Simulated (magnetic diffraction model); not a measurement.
**Which magnetic order? Cu3S2F2**

Space group P2_1/c (no. 14), a = 6.3820 Å, b = 6.8060 Å, c = 6.0900 Å, β = 115.55°.

| site | atom | x | y | z |
| --- | --- | --- | --- | --- |
| 4e | Cu | 0.5394 | 0.8845 | 0.2482 |
| 2a | Cu | 0 | 0 | 0 |
| 4e | S | 0.6776 | 0.6200 | 0.4732 |
| 4e | F | 0.7735 | 0.3864 | 0.1198 |

This is a made-up structure (elements placed in a structure type, unrelaxed), so the numbers test the method and describe no known phase.

Only Cu is taken to order (form factors of Cu2+); orders and moment sizes are assumed, and not adapted to the symmetry. Radiation: neutrons of λ = 2.41 Å, 3° to 55°; isotropic B of 0.68 Å² (Cu), 0.56 Å² (S) and 0.69 Å² (F). The intensities are simulated: I ∝ L Σ (|F_N|² + |F_M⊥|²) for unpolarised neutrons, with F_M = 2.695 fm/μB × Σ f(s) S exp(2πi Q·r) exp(−B s²) at Q = H ± k (one set where k and −k are equivalent), only the part normal to Q counting and L = 1/(sin²θ cos θ). For collinear order S is the moment m, which repeats by lattice and centring translations R with the sign exp(−2πi k·R). Form factors are spin-only for 3d ions and dipole or tabulated for f ions, scattering lengths are Sears's of 1992, and absorption is left out. A label names one of the reflections at its angle. The strongest nuclear line in the range is 100, and lines under 0.2 are left out.

Above the ordering temperature:

```
2θ (°)     index      I
 24.16   (1 0 0)   25.6
 31.82   (1 1 0)    0.8
 32.74   (0 1 1)   14.2
 33.62  (1 1 -1)   29.6
 41.48   (0 2 0)   18.6
 46.69  (1 0 -2)   13.4
 47.60   (1 1 1)    0.4
 48.58   (1 2 0)    7.6
 49.23   (0 2 1)  100.0
 49.49   (2 0 0)    5.0
 49.53  (2 1 -1)   65.5
 52.03   (0 0 2)    0.2
 54.06   (2 1 0)   17.9
 54.44  (2 0 -2)   18.2
```

Below it (cell unchanged):

| 2θ (°) | I |
| --- | --- |
| 10.16 | 0.5 |
| 24.16 | 25.6 |
| 26.27 | 1.9 |
| 27.36 | 2.9 |
| 28.39 | 5.5 |
| 30.80 | 4.5 |
| 31.82 | 0.8 |
| 32.74 | 14.2 |
| 33.62 | 29.6 |
| 39.52 | 0.3 |
| 40.29 | 0.8 |
| 41.03 | 1.8 |
| 41.48 | 18.6 |
| 45.88 | 1.6 |
| 46.69 | 13.4 |
| 47.60 | 0.4 |
| 48.58 | 7.6 |
| 49.23 | 100.0 |
| 49.49 | 5.0 |
| 49.53 | 65.5 |
| 52.03 | 0.2 |
| 53.16 | 0.3 |
| 54.06 | 17.9 |
| 54.44 | 18.2 |

**Question.** Find the propagation vector, then choose among these models:
A. collinear moments along [101], 0.89 μB on Cu; signs + at (0.5394, 0.8845, 0.2482), − at (0.4606, 0.3845, 0.2518), + at (0.5394, 0.6155, 0.7482), − at (0.4606, 0.1155, 0.7518), − at (0, 0, 0), − at (0, 1/2, 1/2)
B. collinear moments along [010], 0.89 μB on Cu; signs + at (0.5394, 0.8845, 0.2482), − at (0.4606, 0.3845, 0.2518), + at (0.5394, 0.6155, 0.7482), + at (0.4606, 0.1155, 0.7518), + at (0, 0, 0), − at (0, 1/2, 1/2)
C. collinear moments along [010], 0.89 μB on Cu; signs + at (0.5394, 0.8845, 0.2482), − at (0.4606, 0.3845, 0.2518), + at (0.5394, 0.6155, 0.7482), − at (0.4606, 0.1155, 0.7518), − at (0, 0, 0), − at (0, 1/2, 1/2)
D. collinear moments along [101], 0.89 μB on Cu; signs + at (0.5394, 0.8845, 0.2482), − at (0.4606, 0.3845, 0.2518), + at (0.5394, 0.6155, 0.7482), + at (0.4606, 0.1155, 0.7518), + at (0, 0, 0), − at (0, 1/2, 1/2)

The new lines index as (0 1/2 0) at 10.16°, (1 1/2 0) at 26.27°, (0 1/2 1) at 27.36° and (1 1/2 -1) at 28.39°, that is as H ± k with k = (0 1/2 0). Half indices mean that the moments reverse under translations with k·R a half-integer, and the magnetic cell has twice the primitive volume.

Magnetic intensity, observed (below minus above) and for each model:

| 2θ (°) | index | observed | A | B | C | D |
| --- | --- | --- | --- | --- | --- | --- |
| 10.16 | (0 1/2 0) | 0.5 | 42.1 | <0.2 | <0.2 | 0.5 |
| 26.27 | (1 1/2 0) | 1.9 | 1.1 | 4.3 | 2.6 | 1.9 |
| 27.36 | (0 1/2 1) | 2.9 | 1.1 | 5.9 | 2.2 | 2.9 |
| 28.39 | (1 1/2 -1) | 5.5 | 1.9 | 4.8 | 1.7 | 5.5 |
| 30.80 | (0 3/2 0) | 4.5 | 0.3 | <0.2 | <0.2 | 4.5 |
| 43.83 | (1 1/2 1) | <0.2 | <0.2 | 2.2 | 0.9 | <0.2 |
| 47.91 | (1 1/2 -2) | <0.2 | 2.2 | <0.2 | 2.7 | <0.2 |
| 50.66 | (2 1/2 0) | <0.2 | 0.7 | 0.3 | 2.2 | <0.2 |

Model D matches.

The structure used: k = (0 1/2 0), collinear moments along [101], 0.89 μB on Cu; signs + at (0.5394, 0.8845, 0.2482), − at (0.4606, 0.3845, 0.2518), + at (0.5394, 0.6155, 0.7482), + at (0.4606, 0.1155, 0.7518), + at (0, 0, 0), − at (0, 1/2, 1/2).

[Logs are printed without paths, hosts, clocks, repeated set-up lines and the standing remarks that a program may print on its own settings, such as how far it seeks lower states.]
